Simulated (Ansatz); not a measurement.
# Resistivity from frozen vibrations: Ru(0001) with 2 thermally displaced layers, 2x2, part 2 of 2

Wanted: the phonon-limited resistivity of Ru at 273 K by the Landauer route. The measured value for the pure metal at this temperature is 7.1 µΩ cm (CRC Handbook of Chemistry and Physics, 84th ed., 2003, Electrical Resistivity of Pure Metals).

Ansatz 0.2.0; Ansatz plane-wave DFT, PBE, PAW files; ballistic transport by layer matching (Landauer), zero bias; PAW set soft_1.

So far. Step 2 (With 2 displaced layers): Over the solved energies the transmission per spin lies between 5.00 and 5.36, out of 5.32 channels of the lead on average (up to 5.64).

## Step 3: With 6 displaced layers

Each atom of 6 layers is moved at random, by amounts drawn from a normal law 0.0351 Å wide in each direction from the Debye model (600 K) at 273 K. A fresh draw is used; the growth of the resistance with length is what counts.

System of this step: Ru(0001) with 6 thermally displaced layers, 2x2. The cell holds 64 atoms: 64 Ru. Its edges and angles: a = 5.412 Å, b = 5.412 Å, c = 34.255 Å, α = 90.0°, β = 90.0°, γ = 120.0°. It derives from Ru. Regions: lead, 40 atoms (40 Ru); scattering region, 24 atoms (24 Ru). The structure is stacked along c, and the current runs across the ab planes.

input.yaml reads:

```yaml
crystal:
  lattice:
    - [5.4116, 0.0, 0.0]
    - [-2.7058, 4.6865830751, 0.0]
    - [0.0, 0.0, 34.2552]
  atoms:
    - { symbol: Ru, position: [0.1666666667, 0.3333333333, 0.03125] }
    - { symbol: Ru, position: [0.1666666667, 0.8333333333, 0.03125] }
    - { symbol: Ru, position: [0.6666666667, 0.3333333333, 0.03125] }
    - { symbol: Ru, position: [0.6666666667, 0.8333333333, 0.03125] }
    - { symbol: Ru, position: [0.3333333333, 0.1666666667, 0.09375] }
    - { symbol: Ru, position: [0.3333333333, 0.6666666667, 0.09375] }
    - { symbol: Ru, position: [0.8333333333, 0.1666666667, 0.09375] }
    - { symbol: Ru, position: [0.8333333333, 0.6666666667, 0.09375] }
    - { symbol: Ru, position: [0.1666666667, 0.3333333333, 0.15625] }
    - { symbol: Ru, position: [0.1666666667, 0.8333333333, 0.15625] }
    - { symbol: Ru, position: [0.6666666667, 0.3333333333, 0.15625] }
    - { symbol: Ru, position: [0.6666666667, 0.8333333333, 0.15625] }
    - { symbol: Ru, position: [0.3333333333, 0.1666666667, 0.21875] }
    - { symbol: Ru, position: [0.3333333333, 0.6666666667, 0.21875] }
    - { symbol: Ru, position: [0.8333333333, 0.1666666667, 0.21875] }
    - { symbol: Ru, position: [0.8333333333, 0.6666666667, 0.21875] }
    - { symbol: Ru, position: [0.1666666667, 0.3333333333, 0.28125] }
    - { symbol: Ru, position: [0.1666666667, 0.8333333333, 0.28125] }
    - { symbol: Ru, position: [0.6666666667, 0.3333333333, 0.28125] }
    - { symbol: Ru, position: [0.6666666667, 0.8333333333, 0.28125] }
    - { symbol: Ru, position: [0.3395449488, 0.1673707227, 0.3429882141] }
    - { symbol: Ru, position: [0.3256413998, 0.6632387678, 0.3439756109] }
    - { symbol: Ru, position: [0.8260020519, 0.1651001553, 0.3435868588] }
    - { symbol: Ru, position: [0.8376448549, 0.6682742442, 0.3441141132] }
    - { symbol: Ru, position: [0.1619408292, 0.3323626596, 0.4070532576] }
    - { symbol: Ru, position: [0.1716379745, 0.8239042187, 0.4078011593] }
    - { symbol: Ru, position: [0.6783211498, 0.3391845576, 0.40652096] }
    - { symbol: Ru, position: [0.6700902173, 0.8442524188, 0.4082584716] }
    - { symbol: Ru, position: [0.3499424905, 0.1765154505, 0.4691161703] }
    - { symbol: Ru, position: [0.3254799284, 0.6666333098, 0.4694226212] }
    - { symbol: Ru, position: [0.8264570078, 0.1696257273, 0.4691904364] }
    - { symbol: Ru, position: [0.8334137028, 0.6577988327, 0.4680720226] }
    - { symbol: Ru, position: [0.1594557917, 0.324572712, 0.5330321483] }
    - { symbol: Ru, position: [0.1646821887, 0.8357969798, 0.5309850678] }
    - { symbol: Ru, position: [0.6818805881, 0.3432214883, 0.5318989302] }
    - { symbol: Ru, position: [0.6525703044, 0.8337229772, 0.5319505017] }
    - { symbol: Ru, position: [0.337530926, 0.1620391741, 0.5956168244] }
    - { symbol: Ru, position: [0.3222924015, 0.6617124976, 0.5947080479] }
    - { symbol: Ru, position: [0.8411494217, 0.1816625416, 0.5939431559] }
    - { symbol: Ru, position: [0.8278128784, 0.6638391017, 0.5926320167] }
    - { symbol: Ru, position: [0.1607406549, 0.3380544714, 0.6568454598] }
    - { symbol: Ru, position: [0.1722371031, 0.8276821068, 0.6579806517] }
    - { symbol: Ru, position: [0.6706981267, 0.345124043, 0.6558065696] }
    - { symbol: Ru, position: [0.6628319013, 0.8352039706, 0.6573068221] }
    - { symbol: Ru, position: [0.3333333333, 0.1666666667, 0.71875] }
    - { symbol: Ru, position: [0.3333333333, 0.6666666667, 0.71875] }
    - { symbol: Ru, position: [0.8333333333, 0.1666666667, 0.71875] }
    - { symbol: Ru, position: [0.8333333333, 0.6666666667, 0.71875] }
    - { symbol: Ru, position: [0.1666666667, 0.3333333333, 0.78125] }
    - { symbol: Ru, position: [0.1666666667, 0.8333333333, 0.78125] }
    - { symbol: Ru, position: [0.6666666667, 0.3333333333, 0.78125] }
    - { symbol: Ru, position: [0.6666666667, 0.8333333333, 0.78125] }
    - { symbol: Ru, position: [0.3333333333, 0.1666666667, 0.84375] }
    - { symbol: Ru, position: [0.3333333333, 0.6666666667, 0.84375] }
    - { symbol: Ru, position: [0.8333333333, 0.1666666667, 0.84375] }
    - { symbol: Ru, position: [0.8333333333, 0.6666666667, 0.84375] }
    - { symbol: Ru, position: [0.1666666667, 0.3333333333, 0.90625] }
    - { symbol: Ru, position: [0.1666666667, 0.8333333333, 0.90625] }
    - { symbol: Ru, position: [0.6666666667, 0.3333333333, 0.90625] }
    - { symbol: Ru, position: [0.6666666667, 0.8333333333, 0.90625] }
    - { symbol: Ru, position: [0.3333333333, 0.1666666667, 0.96875] }
    - { symbol: Ru, position: [0.3333333333, 0.6666666667, 0.96875] }
    - { symbol: Ru, position: [0.8333333333, 0.1666666667, 0.96875] }
    - { symbol: Ru, position: [0.8333333333, 0.6666666667, 0.96875] }
kpoints:
  mp_grid: { grid: [5, 5, 1] }
hamiltonian:
  xc: pbe
  pseudopotentials: { kind: paw, azcp: { folder: soft_1 } }
scf:
  occupations: { method: fermi_dirac, width: 0.1 }
output:
  transmission:
    leads: [[0, 8]]
    kmesh: [10, 10]
    e_range: [-0.05, 0.05]
    de: 0.05
  write_potential: true
  write_density: true
  volumetric_format: npy
```

On the command line:

```
$ ansatz run input.yaml --threads 4 --pin off --max-ram 15360MiB --backend cpu --events-out ev --progress --plain --runs-dir out
```

Numbers of over 12 decimals in the logs are rounded to 6 here.

Log:

```text
[...]
Crystal: 64 atoms, lattice volume = 868.777 Å³
Basis set: ecut = 420 eV, 16909 PW (Γ)
Bands: 615, of which v1, the nominal top of the filled ones, is band 512 counted from 1 (511 counted from 0)
Symmetry: 1 space group operations
[...]
k-points: 13 of 25 (time reversal used)
[...]
SCF iter   1: F=—  HF=-376278.229753 eV  |F-HF|=—  |Δ(HF+E_count)|=         —  Δρ=1.22e-1  dr2=1.24e2  ethr=3.10e-3  ⟨swp⟩=5.0  Hψ=25978  notcnv=0  defer=1
[...]
SCF iter   9: F=-376238.695268 eV  HF=-376238.695268 eV  |F-HF|=1.70e-8  |Δ(HF+E_count)|=   4.07e-9  Δρ=9.40e-7  dr2=2.00e-8  ethr=9.77e-12  ⟨swp⟩=2.0  Hψ=14717  notcnv=0
SCF 1 converged in 9 iterations: F = -376238.695268 eV  dr2 = 2.00e-8
[...]
transmission: 329 of 3276 steps passed
transmission: 656 of 3276 steps passed
[...]
transmission: 3276 of 3276 steps passed
SCF converged after 9 iterations
Free energy (F): -376238.695268 eV
[...]
Internal energy: -376236.621018 eV  (E = F + TS)
E sigma→0 (E₀):  -376237.658143 eV
Entropy (-TS):   -2.074250 eV (-32.410 meV/atom)
Fermi energy:    23.367686 eV
[...]
--- Band table (eV; the first three rows and the last of 13) ---
  k-point 0: bands = [... 508 lower, 24.1075, 24.1114, 24.1173, 24.1385, 24.1467, 24.1506, 24.2739, 24.2761, ... 99 higher]
  k-point 1: bands = [... 508 lower, 23.5011, 23.8126, 23.8481, 23.8621, 23.8738, 23.8878, 23.8955, 23.9103, ... 99 higher]
  k-point 2: bands = [... 508 lower, 23.0516, 23.1046, 23.1484, 23.1610, 23.2087, 23.2315, 23.3469, 23.3662, ... 99 higher]
  k-point 12: bands = [... 508 lower, 23.2511, 23.2744, 23.2860, 23.3052, 23.3131, 23.3984, 23.4052, 23.4169, ... 99 higher]
--- Transmission ---
  basis      : 223 plane waves across, 63 finite elements along
  points     : 52, standing for a mesh of 10 x 10
[...]
channels       : 5.280000e0 a spin
[...]
junction   : crystal 0 to crystal 0, 0.70 to 30.67 Å
    transmission   : 4.819659e0 a spin
[...]
```

Elapsed: 18 min, on 4 threads of Arm Neoverse V1, shared host; peak memory 10 GiB; 67 min of CPU time.

Numbers from this step:

```
free energy                                    : -376238.6953 eV
energy at zero smearing                        : -376237.6581 eV
Fermi energy                                   : 23.37 eV
transmission per spin nearest the Fermi level  : 4.820
open channels per spin nearest the Fermi level : 5.28
step of the lead's potential                   : 2.3 meV
```

Per spin. The transmission, zone mean by energy, zero at the Fermi level:

```
energy (eV)  transmission, zone mean
    -0.0500                     4.80
     0.0000                     4.82
     0.0500                     5.13
```

Over the solved energies the transmission per spin lies between 4.80 and 5.13, out of 5.5 channels of the lead on average (up to 6.06).

## Step 4: With 10 displaced layers

Each atom of 10 layers is moved at random, by amounts drawn from a normal law 0.0351 Å wide in each direction from the Debye model (600 K) at 273 K. A fresh draw is used; the growth of the resistance with length is what counts.

System of this step: Ru(0001) with 10 thermally displaced layers, 2x2. The cell holds 80 atoms: 80 Ru. Its edges and angles: a = 5.412 Å, b = 5.412 Å, c = 42.819 Å, α = 90.0°, β = 90.0°, γ = 120.0°. It derives from Ru. Regions: lead, 40 atoms (40 Ru); scattering region, 40 atoms (40 Ru). The structure is stacked along c, and the current runs across the ab planes.

input.yaml reads:

```yaml
crystal:
  lattice:
    - [5.4116, 0.0, 0.0]
    - [-2.7058, 4.6865830751, 0.0]
    - [0.0, 0.0, 42.819]
  atoms:
    - { symbol: Ru, position: [0.1666666667, 0.3333333333, 0.025] }
    - { symbol: Ru, position: [0.1666666667, 0.8333333333, 0.025] }
    - { symbol: Ru, position: [0.6666666667, 0.3333333333, 0.025] }
    - { symbol: Ru, position: [0.6666666667, 0.8333333333, 0.025] }
    - { symbol: Ru, position: [0.3333333333, 0.1666666667, 0.075] }
    - { symbol: Ru, position: [0.3333333333, 0.6666666667, 0.075] }
    - { symbol: Ru, position: [0.8333333333, 0.1666666667, 0.075] }
    - { symbol: Ru, position: [0.8333333333, 0.6666666667, 0.075] }
    - { symbol: Ru, position: [0.1666666667, 0.3333333333, 0.125] }
    - { symbol: Ru, position: [0.1666666667, 0.8333333333, 0.125] }
    - { symbol: Ru, position: [0.6666666667, 0.3333333333, 0.125] }
    - { symbol: Ru, position: [0.6666666667, 0.8333333333, 0.125] }
    - { symbol: Ru, position: [0.3333333333, 0.1666666667, 0.175] }
    - { symbol: Ru, position: [0.3333333333, 0.6666666667, 0.175] }
    - { symbol: Ru, position: [0.8333333333, 0.1666666667, 0.175] }
    - { symbol: Ru, position: [0.8333333333, 0.6666666667, 0.175] }
    - { symbol: Ru, position: [0.1666666667, 0.3333333333, 0.225] }
    - { symbol: Ru, position: [0.1666666667, 0.8333333333, 0.225] }
    - { symbol: Ru, position: [0.6666666667, 0.3333333333, 0.225] }
    - { symbol: Ru, position: [0.6666666667, 0.8333333333, 0.225] }
    - { symbol: Ru, position: [0.332185078, 0.1622816539, 0.273900634] }
    - { symbol: Ru, position: [0.3261258604, 0.6704312477, 0.2758112443] }
    - { symbol: Ru, position: [0.8282448292, 0.1586207714, 0.275715612] }
    - { symbol: Ru, position: [0.8223590762, 0.6613265151, 0.2755090336] }
    - { symbol: Ru, position: [0.1535198052, 0.3362268469, 0.3245232428] }
    - { symbol: Ru, position: [0.1670919525, 0.8327664062, 0.3251656684] }
    - { symbol: Ru, position: [0.6683291125, 0.3276539186, 0.3261647453] }
    - { symbol: Ru, position: [0.6745352015, 0.8396520291, 0.3259548114] }
    - { symbol: Ru, position: [0.341601995, 0.1729879537, 0.3750619623] }
    - { symbol: Ru, position: [0.3235741088, 0.6656553168, 0.3743692471] }
    - { symbol: Ru, position: [0.8250737081, 0.1686022141, 0.3745339735] }
    - { symbol: Ru, position: [0.8227488804, 0.658855654, 0.3752200151] }
    - { symbol: Ru, position: [0.1739448136, 0.3432371889, 0.4249885945] }
    - { symbol: Ru, position: [0.1786744357, 0.8438348644, 0.4259427635] }
    - { symbol: Ru, position: [0.6559269367, 0.3425349193, 0.4252783785] }
    - { symbol: Ru, position: [0.6708051546, 0.8361134475, 0.425313737] }
    - { symbol: Ru, position: [0.3340609937, 0.1639787726, 0.4734412746] }
    - { symbol: Ru, position: [0.3296173857, 0.6606475362, 0.4758853844] }
    - { symbol: Ru, position: [0.8317730687, 0.1672918118, 0.4743035981] }
    - { symbol: Ru, position: [0.8299784315, 0.6665802958, 0.4737824732] }
    - { symbol: Ru, position: [0.1682196173, 0.3325389605, 0.5240280936] }
    - { symbol: Ru, position: [0.1530336964, 0.8371755697, 0.5247560774] }
    - { symbol: Ru, position: [0.6623449415, 0.3315647764, 0.5264889223] }
    - { symbol: Ru, position: [0.6666680201, 0.8339820231, 0.5237810816] }
    - { symbol: Ru, position: [0.3474529146, 0.1735377144, 0.5758745412] }
    - { symbol: Ru, position: [0.3370749258, 0.6735314746, 0.5753040563] }
    - { symbol: Ru, position: [0.8367403755, 0.1655268969, 0.573791889] }
    - { symbol: Ru, position: [0.8327606825, 0.6521757956, 0.5748033296] }
    - { symbol: Ru, position: [0.1614352277, 0.3255233762, 0.6255025625] }
    - { symbol: Ru, position: [0.1637315505, 0.8300616358, 0.625426102] }
    - { symbol: Ru, position: [0.6687767645, 0.3437353745, 0.6252880794] }
    - { symbol: Ru, position: [0.6563100317, 0.8187727748, 0.6239280657] }
    - { symbol: Ru, position: [0.3401926463, 0.1662876939, 0.6747679291] }
    - { symbol: Ru, position: [0.3391880147, 0.6570609341, 0.6745199502] }
    - { symbol: Ru, position: [0.8324638308, 0.1710577339, 0.6744561159] }
    - { symbol: Ru, position: [0.8233444579, 0.6546457374, 0.6755978304] }
    - { symbol: Ru, position: [0.1701112133, 0.3297657581, 0.7251338859] }
    - { symbol: Ru, position: [0.1565163227, 0.8297999348, 0.7261294737] }
    - { symbol: Ru, position: [0.6761980993, 0.3506355958, 0.7243547568] }
    - { symbol: Ru, position: [0.6696981163, 0.8318691944, 0.7254637875] }
    - { symbol: Ru, position: [0.3333333333, 0.1666666667, 0.775] }
    - { symbol: Ru, position: [0.3333333333, 0.6666666667, 0.775] }
    - { symbol: Ru, position: [0.8333333333, 0.1666666667, 0.775] }
    - { symbol: Ru, position: [0.8333333333, 0.6666666667, 0.775] }
    - { symbol: Ru, position: [0.1666666667, 0.3333333333, 0.825] }
    - { symbol: Ru, position: [0.1666666667, 0.8333333333, 0.825] }
    - { symbol: Ru, position: [0.6666666667, 0.3333333333, 0.825] }
    - { symbol: Ru, position: [0.6666666667, 0.8333333333, 0.825] }
    - { symbol: Ru, position: [0.3333333333, 0.1666666667, 0.875] }
    - { symbol: Ru, position: [0.3333333333, 0.6666666667, 0.875] }
    - { symbol: Ru, position: [0.8333333333, 0.1666666667, 0.875] }
    - { symbol: Ru, position: [0.8333333333, 0.6666666667, 0.875] }
    - { symbol: Ru, position: [0.1666666667, 0.3333333333, 0.925] }
    - { symbol: Ru, position: [0.1666666667, 0.8333333333, 0.925] }
    - { symbol: Ru, position: [0.6666666667, 0.3333333333, 0.925] }
    - { symbol: Ru, position: [0.6666666667, 0.8333333333, 0.925] }
    - { symbol: Ru, position: [0.3333333333, 0.1666666667, 0.975] }
    - { symbol: Ru, position: [0.3333333333, 0.6666666667, 0.975] }
    - { symbol: Ru, position: [0.8333333333, 0.1666666667, 0.975] }
    - { symbol: Ru, position: [0.8333333333, 0.6666666667, 0.975] }
kpoints:
  mp_grid: { grid: [5, 5, 1] }
hamiltonian:
  xc: pbe
  pseudopotentials: { kind: paw, azcp: { folder: soft_1 } }
scf:
  occupations: { method: fermi_dirac, width: 0.1 }
output:
  transmission:
    leads: [[0, 8]]
    kmesh: [10, 10]
    e_range: [-0.05, 0.05]
    de: 0.05
  write_potential: true
  write_density: true
  volumetric_format: npy
```

Log:

```text
[...]
Crystal: 80 atoms, lattice volume = 1085.972 Å³
Basis set: ecut = 420 eV, 21185 PW (Γ)
Bands: 768, of which v1, the nominal top of the filled ones, is band 640 counted from 1 (639 counted from 0)
Symmetry: 1 space group operations
[...]
k-points: 13 of 25 (time reversal used)
[...]
SCF iter   1: F=—  HF=-470347.449835 eV  |F-HF|=—  |Δ(HF+E_count)|=         —  Δρ=1.22e-1  dr2=1.56e2  ethr=3.10e-3  ⟨swp⟩=5.0  Hψ=32545  notcnv=0  defer=20
[...]
SCF iter   9: F=-470298.038174 eV  HF=-470298.038174 eV  |F-HF|=1.84e-8  |Δ(HF+E_count)|=   8.73e-9  Δρ=8.69e-7  dr2=2.21e-8  ethr=7.81e-12  ⟨swp⟩=7.5  Hψ=21444  notcnv=0
SCF 1 converged in 9 iterations: F = -470298.038174 eV  dr2 = 2.21e-8
[...]
transmission: 422 of 4212 steps passed
transmission: 845 of 4212 steps passed
[...]
transmission: 4212 of 4212 steps passed
SCF converged after 9 iterations
Free energy (F): -470298.038174 eV
[...]
Internal energy: -470295.485477 eV  (E = F + TS)
E sigma→0 (E₀):  -470296.761825 eV
Entropy (-TS):   -2.552697 eV (-31.909 meV/atom)
Fermi energy:    23.361664 eV
[...]
--- Band table (eV; the first three rows and the last of 13) ---
  k-point 0: bands = [... 636 lower, 24.2319, 24.2657, 24.3529, 24.3709, 24.3871, 24.3982, 24.4044, 24.4061, ... 124 higher]
  k-point 1: bands = [... 636 lower, 23.6111, 23.6199, 23.6355, 23.8130, 23.8264, 23.8364, 23.8566, 23.8626, ... 124 higher]
  k-point 2: bands = [... 636 lower, 23.1428, 23.1506, 23.1704, 23.1743, 23.1944, 23.2002, 23.2723, 23.2930, ... 124 higher]
  k-point 12: bands = [... 636 lower, 23.1746, 23.2871, 23.3124, 23.3295, 23.3423, 23.3457, 23.3581, 23.3693, ... 124 higher]
--- Transmission ---
  basis      : 223 plane waves across, 81 finite elements along
  points     : 52, standing for a mesh of 10 x 10
[...]
channels       : 5.280000e0 a spin
[...]
junction   : crystal 0 to crystal 0, 1.44 to 39.98 Å
    transmission   : 4.456324e0 a spin
[...]
```

Run time: 30 min. Hardware: 4 threads; peak memory 8.3 GiB; 1.9 h of CPU time.

This step gave:

```
free energy                                   : -470298.0382 eV
energy at zero smearing                       : -470296.7618 eV
Fermi energy                                  : 23.36 eV
transmission per spin nearest the Fermi level : 4.456
step of the lead's potential                  : 1.4 meV
```

Per spin. The transmission, zone mean by energy, zero at the Fermi level:

```
energy (eV)  transmission, zone mean
    -0.0500                     4.50
     0.0000                     4.46
     0.0500                     4.61
```

Over the solved energies the transmission per spin lies between 4.46 and 4.61, out of 5.44 channels of the lead on average (up to 5.88).

## Step 5: The fit

This step: Ansatz plane-wave DFT, PBE, PAW files; ballistic transport by layer matching (Landauer), zero bias; resistivity from the slope of the area resistance; PAW set soft_1 (Ansatz 0.2.0).

This step gave:

```yaml
resistivity: 5.837 µΩ cm
intercept: -0.003487 fΩ m²
scatter_about_the_fit: 7.47e-4 fΩ m²
```

Resistance, by row:

```
run  length (Å)      T  channels N  RA (fΩ m²)
 n2       4.282  5.136        5.32     0.02203
 n6       12.85  4.918         5.5     0.07043
n10       21.41  4.523        5.44       0.122
```

Table of area resistance by length of the displaced region:

```
length of the displaced region (Å)  area resistance (fΩ m²)
                              4.28                   0.0220
                             12.85                   0.0704
                             21.41                    0.122
```

The area resistance goes from 0.022 to 0.12 fΩ m² between 4.3 and 21.4 Å, a slope of 5.8 µΩ cm.

By hand from the end points: (0.1220 − 0.02203) fΩ m² / (21.41 − 4.28) Å = 5.8 µΩ cm, since 1 fΩ m² per Å is 1000 µΩ cm.

## Step 6: Results

* resistivity from the slope: 5.84 µΩ cm
* area resistance over 4.28 Å: 0.0220 fΩ m²
* area resistance over 12.8 Å: 0.0704 fΩ m²
* area resistance over 21.4 Å: 0.122 fΩ m²

In words: The slope gives 5.8 µΩ cm. The points scatter by 7.5e-4 fΩ m² about the line, with one random draw a length in a 2x2 cell, so the slope is a rough value. The mean square of the displacements drawn is 0.73, 0.99 and 0.93 of the nominal one at the three lengths; with each resistance scaled back by that, the slope is 5.9 µΩ cm, the value used below. The lead's own channel count moves between the runs (5.32, 5.5 and 5.44), which shifts RA and the slope too. The current runs along the hexagonal axis, while the measured value below is not for that direction. Read with a model of isotropic scattering on a spherical Fermi surface and the lead's 1.6×10¹⁵ S/m², this slope means a mean free path near 89 Å; over these lengths the model's slope is 1.15 times its bulk resistivity, which would be 5.2 µΩ cm. Uncorrelated displacements put too much weight on short waves, which scatter strongly; with the sideways repeat of a small cell, one draw and three short lengths, the method is good to a factor of two or three. The measured value is 7.1 µΩ cm (CRC Handbook of Chemistry and Physics, 84th ed., 2003, Electrical Resistivity of Pure Metals); the scaled slope is 0.84 times that and the corrected value 0.73: fair for so small a cell.

[Logs are printed without paths, hosts, clocks, repeated set-up lines and the standing remarks that a program may print on its own settings, such as how far it seeks lower states.]

[Hosts, paths, dates, database ids (printed as entryN), source tags and the programs' standing remarks are cut or masked in the printed files.]
